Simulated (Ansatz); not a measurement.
# NaSbSe3 (model cell, started as cubic perovskite with Sb in the octahedra): following an unstable mode

Wanted: the energy along a soft mode of NaSbSe3 (model cell, started as cubic perovskite with Sb in the octahedra) and the structure at the end.

Method: DFT r2SCAN, scalar-relativistic, plane waves, PAW; PAW set soft_1, in Ansatz 0.2.0.

The structure was built from a prototype and need not be the compound's stable phase.

## 1. Set-up

It takes space group Pm-3m (No. 221, cubic). Conventional cell: a = 5.327 Å, b = 5.327 Å, c = 5.327 Å, α = 90.00°, β = 90.00°, γ = 90.00°. Nearest to Na lie 12 Se at 3.77 Å. Nearest to Sb lie 6 Se at 2.66 Å. Se has 2 Sb at 2.66 Å and 4 Na at 3.77 Å nearest. Farther neighbours and most contacts between anions are not listed.

Structure file:

```cif
data_structure
_symmetry_space_group_name_H-M 'Pm-3m'
_symmetry_Int_Tables_number 221
_cell_length_a 5.3267
_cell_length_b 5.3267
_cell_length_c 5.3267
_cell_angle_alpha 90.000
_cell_angle_beta 90.000
_cell_angle_gamma 90.000
_cell_volume 151.14
loop_
_atom_site_label
_atom_site_type_symbol
_atom_site_symmetry_multiplicity
_atom_site_Wyckoff_symbol
_atom_site_fract_x
_atom_site_fract_y
_atom_site_fract_z
_atom_site_occupancy
Na1 Na 1 a 0.00000 0.00000 0.00000 1
Sb1 Sb 1 b 0.50000 0.50000 0.50000 1
Se1 Se 3 c 0.50000 0.50000 0.00000 1
```

## 2. Zone-centre response

The cell comes from relaxations at this level that are not shown. The zone centre is the only wavevector solved here; it holds the modes that light can see, as far as symmetry allows. No field response is asked, since the mesh shows no gap.

File input.yaml:

```yaml
crystal:
  lattice:
    - [5.3266782176, 0.0, 0.0]
    - [0.0, 5.3266782176, 0.0]
    - [0.0, 0.0, 5.3266782176]
  atoms:
    - { symbol: Na, position: [0.0, 0.0, 0.0] }
    - { symbol: Sb, position: [0.5, 0.5, 0.5] }
    - { symbol: Se, position: [0.5, 0.5, 0.0] }
    - { symbol: Se, position: [0.5, 0.0, 0.5] }
    - { symbol: Se, position: [0.0, 0.5, 0.5] }
kpoints:
  mp_grid: { grid: [8, 8, 8] }
hamiltonian:
  xc: r2scan
  pseudopotentials: { kind: paw, azcp: { folder: soft_1 } }
scf:
  occupations: { method: methfessel_paxton, width: 0.2 }
output:
  eigenvalues: true
phonons:
  method: dfpt
```

Launch:

```bash
$ ansatz run input.yaml --threads 8 --pin off --max-ram 16384MiB --backend cpu --events-out ev --progress --plain --runs-dir out
```

Numbers of over 12 decimals in the logs are rounded to 6 here.

The program printed:

```text
Engine: ansatz 0.2.0, aarch64-unknown-linux-gnu
Pseudopotentials: kind: paw
Pseudopotential: Na, paw, valence charge 9, recommended cutoff 500 eV (meta_gga), soft_1/Na.paw.azcp
Pseudopotential: Sb, paw, valence charge 15, recommended cutoff 500 eV (meta_gga), soft_1/Sb.paw.azcp
Pseudopotential: Se, paw, valence charge 16, recommended cutoff 500 eV (meta_gga), soft_1/Se.paw.azcp
Functional definition: r2SCAN
  parameter k0 = 0.174
  parameter k1 = 0.065
  parameter a1 = 4.9479
  exchange = r2scan_x(k0 = k0, k1 = k1, a1 = a1)
  correlation = r2scan_c
Crystal: 5 atoms, lattice volume = 151.137 Å³
Basis set: ecut = 500 eV, 3887 PW (Γ), exchange–correlation on 320×320×320 points (512 copies of the dense FFT grid, shifted against one another)
Bands: 44, of which v1, the nominal top of the filled ones, is band 36 counted from 1 (35 counted from 0)
Symmetry: 48 space group operations
k-points: 170 of 512 (irreducible under 2 space group operations, time reversal used)
Non-local potential: Na, projectors of the file, l = 0: 3, l = 1: 2, l = 2: 1
Non-local potential: Sb, projectors of the file, l = 0: 2, l = 1: 2, l = 2: 2, l = 3: 1
Non-local potential: Se, projectors of the file, l = 0: 2, l = 1: 2, l = 2: 3, l = 3: 1
PAW form: soft (Blöchl's): semilocal exchange-correlation on the pseudo side does not see the compensation charge
PAW frozen core: Na, regenerated for the run's functional (the file was generated under x = pbe(κ = 0.804, μ = 0.219515), c = pbe(β = 0.066725))
PAW frozen core: Sb, regenerated for the run's functional (the file was generated under x = pbe(κ = 0.804, μ = 0.219515), c = pbe(β = 0.066725))
PAW frozen core: Se, regenerated for the run's functional (the file was generated under x = pbe(κ = 0.804, μ = 0.219515), c = pbe(β = 0.066725))
PAW one-centre angular grid: Na, 302 points (default); XC on 317 of its mesh's 2451 points in the sphere
PAW one-centre angular grid: Sb, 590 points (default); XC on 160 Gauss nodes
PAW one-centre angular grid: Se, 590 points (default); XC on 160 Gauss nodes
Initial density: superposition of atomic densities (chi_scale 0.1, normalization cell, long waves kept (reshape's long-wave potential 0.02 eV rms))
Initial wavefunctions: pseudopotential atomic-orbital guess
Functional: x = r2scan, c = r2scan; τ floored in thin density (d = 2e-4 eV/Å³)
iter 1 solved again at ethr=2.98e-3 eV; its pass at ethr=3.10e-3 eV (dr2=2.15e0 eV) is discarded
SCF iter   1: F=—  HF=-24423.683539 eV  |F-HF|=—  |Δ(HF+E_count)|=         —  Δρ=4.10e-2  dr2=2.14e0  dr2_τ=7.66e-3  ethr=2.98e-3  ⟨swp⟩=1.0  Hψ=38603  notcnv=0
preconditioner: auto → LDOS  [metal: Δε(μ)=0.015 eV  Ē_g=9.955 eV  σ=0.200 eV  W_gap=0.06  n_scr=32 (ndim 8)  ℏωp=14.8 eV  f_vac=0.098  D(μ)=3.21/eV (n_scr^D=18)  β→1.0]
SCF iter   2: F=—  HF=-24423.191912 eV  |F-HF|=—  |Δ(HF+E_count)|=   4.92e-1  S|Δr|=    0.00e0  Δρ=2.51e-2  dr2=4.20e-1  dr2_τ=2.53e-3  ethr=2.98e-3  ⟨swp⟩=3.9  Hψ=19256  notcnv=0  defer=115
SCF iter   3: F=—  HF=-24422.939037 eV  |F-HF|=—  |Δ(HF+E_count)|=   2.53e-1  S|Δr|=    0.00e0  Δρ=3.04e-3  dr2=9.96e-3  dr2_τ=1.86e-4  ethr=5.83e-4  ⟨swp⟩=2.0  Hψ=15371  notcnv=0  defer=335
SCF iter   4: F=—  HF=-24422.940881 eV  |F-HF|=—  |Δ(HF+E_count)|=   1.84e-3  S|Δr|=    0.00e0  Δρ=4.01e-4  dr2=3.17e-4  dr2_τ=1.22e-5  ethr=1.38e-5  ⟨swp⟩=2.0  Hψ=13241  notcnv=0  defer=335
SCF iter   5: F=—  HF=-24422.941075 eV  |F-HF|=—  |Δ(HF+E_count)|=   1.94e-4  S|Δr|=    0.00e0  Δρ=4.51e-5  dr2=1.40e-6  dr2_τ=1.47e-7  ethr=4.40e-7  ⟨swp⟩=2.0  Hψ=9211  notcnv=0  defer=335
SCF iter   6: F=—  HF=-24422.941080 eV  |F-HF|=—  |Δ(HF+E_count)|=   4.71e-6  S|Δr|=    0.00e0  Δρ=9.87e-6  dr2=1.65e-7  dr2_τ=8.49e-9  ethr=1.94e-9  ⟨swp⟩=2.1  Hψ=13395  notcnv=0  defer=335
SCF iter   7: F=—  HF=-24422.941080 eV  |F-HF|=—  |Δ(HF+E_count)|=   6.47e-8  S|Δr|=    0.00e0  Δρ=3.65e-6  dr2=1.63e-8  dr2_τ=6.15e-10  ethr=2.29e-10  ⟨swp⟩=2.1  Hψ=13092  notcnv=0  defer=335
SCF iter   8: F=—  HF=-24422.941080 eV  |F-HF|=—  |Δ(HF+E_count)|=   3.18e-8  S|Δr|=    0.00e0  Δρ=8.01e-7  dr2=8.57e-10  dr2_τ=3.13e-11  ethr=2.27e-11  ⟨swp⟩=2.0  Hψ=13349  notcnv=0  defer=335
SCF iter   9: F=—  HF=-24422.941080 eV  |F-HF|=—  |Δ(HF+E_count)|=   1.08e-9  S|Δr|=    0.00e0  Δρ=1.83e-7  dr2=6.53e-11  dr2_τ=7.92e-13  ethr=1.19e-12  ⟨swp⟩=2.0  Hψ=10559  notcnv=0  defer=335
SCF iter  10: F=-24422.941080 eV  HF=-24422.941080 eV  |F-HF|=3.64e-12  |Δ(HF+E_count)|=  1.82e-11  S|Δr|=    0.00e0  Δρ=4.60e-8  dr2=2.61e-12  dr2_τ=1.35e-13  ethr=1.00e-12  ⟨swp⟩=13.6  Hψ=39975  notcnv=0
SCF 1 converged in 10 iterations: F = -24422.941080 eV  dr2 = 2.61e-12
  greatest PAW one-centre occupation: 1.002 electrons in one spin orbital (limit 2), on the Na atom at site 0 (counted from 0), in its partial waves of l = 0
DFPT response loops at Γ: preconditioner auto → none (partly filled bands, converged f_vac=0.199); β = 0.50; Broyden in place of MSR1
SCF converged after 10 iterations
Stability not checked: this state was not tested for a lower state beside it, because cold or Methfessel-Paxton smearing, or corrected tetrahedra, fill the levels in a way that the test cannot read (fill_not_monotonic; see scf.lower_state_search)
Free energy (F): -24422.941080 eV
Harris-Foulkes:  -24422.941080 eV  (|F-HF|=3.64e-12)
Internal energy: -24422.942458 eV  (E = F + TS)
E sigma→0 (E₀):  -24422.941424 eV
Entropy (-TS):   0.001378 eV (0.276 meV/atom)
Fermi energy:    4.696790 eV
--- Per-component energies (eV) ---
  E_band       = -1778.004351
  E_kinetic    = 605.726281
  E_local      = -12475.688275  (includes V_loc(G=0)·N_el)
  E_nonlocal   = -392.883187
  E_hartree    = 5989.267785
  E_xc         = -366.736754
  E_vxc        = -438.249697  (∫ρ·V_xc dr)
  E_paw        = -11289.912074  (= ΣΔE_a)
  E_vpaw       = -1081.154740  (= ΣTr[D̂ρ^β])
  E_aug_tail   = -0.000012  (compensation charges beyond the density's cutoff)
  E_vtau       = 25.709806  (kinetic-family band-sum trace: ∫τ·v_τ [+ j·A + Jᵃ·Aᵃ] dr)
  E_ewald      = -6487.901731
  E_core_change = -4.814490  (= ΣΔE_core)
  E_smearing   = 0.001378  (= −TS)
  E_closure    = -0.000000  (closes the sum)
  Σ components = -24422.941080   (vs F -24422.941080, Δ=0.00e0)
--- Band table (eV; the first three rows and the last of 170) ---
  k-point 0: bands = [... 32 lower, 4.0606, 4.0606, 4.0720, 4.0720, 4.0720, 7.8662, 10.6250, 10.6250, ... 4 higher]
  k-point 1: bands = [... 32 lower, 3.9596, 3.9916, 4.0087, 4.0717, 4.0717, 8.1018, 10.6744, 10.8261, ... 4 higher]
  k-point 2: bands = [... 32 lower, 3.7156, 3.8896, 3.9070, 4.0833, 4.0833, 8.6698, 9.9369, 10.8074, ... 4 higher]
  k-point 169: bands = [... 32 lower, 3.4601, 5.1967, 5.1967, 5.1967, 5.7632, 5.7632, 5.7632, 7.9860, ... 4 higher]
--- Phonons (Γ-DFPT): 4 representative perturbations + reference, on 170 of 512 k-points (Σ response iterations 28) ---
  k mesh reduced under 2 symmetry operations, with k and −k counted as one. Each operation leaves every solved perturbation unchanged. A smaller set is not considered because the functional reads the kinetic-energy density
  ASR residual: 1.163e-4 → 0.000e0 eV/Å²; symmetrization residual: 1.341e-5 eV/Å²
  ASR residual per site (eV/Å²): 1.16e-4 4.94e-5 3.77e-5 3.77e-5 3.77e-5
  Γ frequencies (cm⁻¹): -86.08 -86.08 -86.08 -51.79 -51.79 -51.79 -46.20 -46.20 -46.20 0.00 0.00 0.00 123.75 123.75 123.75
  non-analytic LO–TO correction: not included (Born effective charges unavailable; polar crystals: no LO–TO splitting at Γ)
```

Run time: 4 min. Hardware: 8 threads of Arm Neoverse V2, shared host; peak memory 10 GiB.

Reading the cycles: dr2 is the Hartree energy of the density residual (eV), the measure of convergence; HF is the Harris–Foulkes estimate of the energy, which meets the free energy F at convergence.

Numbers from this step:

```
volume per atom                                         : 30.23 Å³
gap on the k-mesh                                       : 0 eV
sum-rule residual before enforcement                    : 1.16e-4 eV/Å²
point group                                             : m-3m
highest optical mode at the zone centre (no LO-TO term) : 123.8 cm⁻¹
lowest optical zone-centre mode                         : -86.08 cm⁻¹
```

Patterns of degenerate modes are one choice out of their space. The modes at Γ (shares of kinetic energy by element, %) (negative means imaginary):

```csv
mode,frequency (cm⁻¹),symmetry,Na %,Sb %,Se %
1,-86.1,T1u,27,25,48
2,-86.1,T1u,27,25,48
3,-86.1,T1u,27,25,48
4,-51.8,T2u,0,0,100
5,-51.8,T2u,0,0,100
6,-51.8,T2u,0,0,100
7,-46.2,T1u,67,26,7
8,-46.2,T1u,67,26,7
9,-46.2,T1u,67,26,7
10,0.0,acoustic,6,32,62
11,0.0,acoustic,6,32,62
12,0.0,acoustic,6,32,62
13,123.8,T1u,0,17,83
14,123.8,T1u,0,17,83
15,123.8,T1u,0,17,83
```

Displacements in mode 2 (-86.1 cm⁻¹), the largest set to 1:
```
Na1 -0.06 -0.06  1.00
Sb2 -0.03 -0.02  0.42
Se3  0.03  0.03  0.08
Se4  0.03  0.00 -0.51
Se5  0.00  0.03 -0.51
```

Displacements in mode 6 (-51.8 cm⁻¹), the largest set to 1:
```
Na1  0.00  0.00  0.00
Sb2  0.00  0.00  0.00
Se3 -0.58 -1.00  0.00
Se4  0.58  0.00 -0.75
Se5  0.00  1.00  0.75
```

Before it was imposed, the acoustic sum rule was missed by 1.2e-4 eV/Å². Small misses are needed for a sound result but don't prove that mesh and cutoff are converged. The lowest optical mode is imaginary, 86.1i cm⁻¹, so the energy falls along it.

## 3. The mode frozen in, largest atomic shift 0 Å

The mode followed lies at Γ with frequency 86.1i cm⁻¹ and is 3-fold degenerate, the softest among the wavevectors solved. At small amplitude the distorted cell has space group no. 38 by a symmetry search on the positions. The undistorted cell that holds it gives the zero of energy on the same k mesh.

Edit input.yaml of step 2 so:

```diff
@@ -19,4 +19,4 @@
 output:
+  forces: true
+  stress: true
   eigenvalues: true
-phonons:
-  method: dfpt
```

The program printed:

```text
[...]
Crystal: 5 atoms, lattice volume = 151.137 Å³
Basis set: ecut = 500 eV, 3887 PW (Γ), exchange–correlation on 160×160×160 points (64 copies of the dense FFT grid, shifted against one another)
Bands: 44, of which v1, the nominal top of the filled ones, is band 36 counted from 1 (35 counted from 0)
Symmetry: 48 space group operations
[...]
k-points: 35 of 512
[...]
k-point 0: bands = [... 32 lower, 4.0606, 4.0606, 4.0719, 4.0719, 4.0719, 7.8662, 10.6249, 10.6249, ... 4 higher]
  k-point 1: bands = [... 32 lower, 3.9596, 3.9915, 4.0087, 4.0717, 4.0717, 8.1019, 10.6744, 10.8261, ... 4 higher]
  k-point 2: bands = [... 32 lower, 3.7155, 3.8895, 3.9070, 4.0833, 4.0833, 8.6698, 9.9369, 10.8073, ... 4 higher]
  k-point 34: bands = [... 32 lower, 3.4601, 5.1967, 5.1967, 5.1967, 5.7631, 5.7631, 5.7631, 7.9860, ... 4 higher]
[key lines of the parts left out:]
SCF converged after 7 iterations
Free energy (F): -24422.941079 eV
Fermi energy:    4.696766 eV
P = ⅓ Tr σ = 0.0078 GPa (0.078 kbar)
```

Wall time 4.2 s (8 threads); peak memory 1 GiB; 31 s of CPU time.

Numbers from this step:

* pressure: 0.007764 GPa
* energy from the undistorted cell: 0 meV/atom

The run ends at a pressure of 0.01 GPa.

## 4. The mode frozen in, largest atomic shift 0.6 Å

The atoms are moved along the unstable eigenvector, the largest shift by 0.6 Å, with the cell fixed.

input.yaml, the sections that differ from step 3:

```yaml
crystal:
  lattice:
    - [5.3266782176, 0.0, 0.0]
    - [0.0, 5.3266782176, 0.0]
    - [0.0, 0.0, 5.3266782176]
  atoms:
    - { symbol: Na, position: [0.0, -0.0796489015, -0.0796489015] }
    - { symbol: Sb, position: [0.5, 0.4667083964, 0.4667083964] }
    - { symbol: Se, position: [0.5, 0.5402489894, -0.0059808077] }
    - { symbol: Se, position: [0.5, -0.0059808077, 0.5402489894] }
    - { symbol: Se, position: [0.0, 0.5402489894, 0.5402489894] }
# kpoints, hamiltonian, scf, output: as in step 3
```

The program printed:

```text
[...]
Crystal: 5 atoms, lattice volume = 151.137 Å³
Basis set: ecut = 500 eV, 3887 PW (Γ), exchange–correlation on 160×160×160 points (64 copies of the dense FFT grid, shifted against one another)
Bands: 44, of which v1, the nominal top of the filled ones, is band 36 counted from 1 (35 counted from 0)
Symmetry: 4 space group operations
[...]
k-point 0: bands = [... 32 lower, 3.9963, 4.0138, 4.0941, 4.1051, 4.1107, 7.9396, 9.2277, 9.3841, ... 4 higher]
  k-point 1: bands = [... 32 lower, 3.8263, 3.9020, 4.0662, 4.0860, 4.1514, 8.1610, 9.3530, 9.5400, ... 4 higher]
  k-point 2: bands = [... 32 lower, 3.6320, 3.7164, 4.0365, 4.0856, 4.1441, 8.7085, 9.5340, 9.6149, ... 4 higher]
  k-point 104: bands = [... 32 lower, 3.4747, 4.8903, 5.0437, 5.1973, 5.9091, 6.1269, 6.6271, 7.6624, ... 4 higher]
[key lines of the parts left out:]
SCF converged after 8 iterations
Free energy (F): -24423.186723 eV
Fermi energy:    4.705151 eV
P = ⅓ Tr σ = 0.4098 GPa (4.098 kbar)
```

Elapsed: 17 s, on 8 threads; peak memory 1.2 GiB.

This step gave:

| Property | Result |
| --- | --- |
| pressure | 0.4098 GPa |
| energy from the undistorted cell | -49.31 meV/atom |

The energy, extrapolated to zero smearing, is -49.31 meV/atom against the undistorted cell.

The run ends at a pressure of 0.41 GPa, with forces up to 0.33 eV/Å.

## 5. Energy along the mode, all amplitudes (two of the runs are shown above)

An imaginary frequency means negative curvature, so the energy should fall and then rise again as anharmonic terms take over.

This step gave:

```
depth at the lowest point sampled  : 49.31 meV/atom
largest atomic shift at that point : 0.6 Å
```

Table of energy from the parent by largest atomic shift:

```csv
largest atomic shift (Å),energy from the parent (meV/atom)
0.000,0
0.040,-0.374
0.080,-1.49
0.140,-4.49
0.220,-10.7
0.320,-21.2
0.450,-36.5
0.600,-49.3
```

Displacement at unit largest shift by atom:

```csv
atom,x (Å),y (Å),z (Å),size
Na1,0.000,-0.707,-0.707,1.000
Sb2,0.000,-0.296,-0.296,0.419
Se3,0.000,0.357,-0.053,0.361
Se4,0.000,-0.053,0.357,0.361
Se5,0.000,0.357,0.357,0.505
```

The lowest of the steps tried is the last one, at 0.6 Å, 49.3 meV/atom below the parent; the bottom of the well need not coincide with a step.

[end of part 1 of 3]

[Logs are printed without paths, hosts, clocks, repeated set-up lines and the standing remarks that a program may print on its own settings, such as how far it seeks lower states.]

[Hosts, paths, dates, database ids (printed as entryN), source tags and the programs' standing remarks are cut or masked in the printed files.]
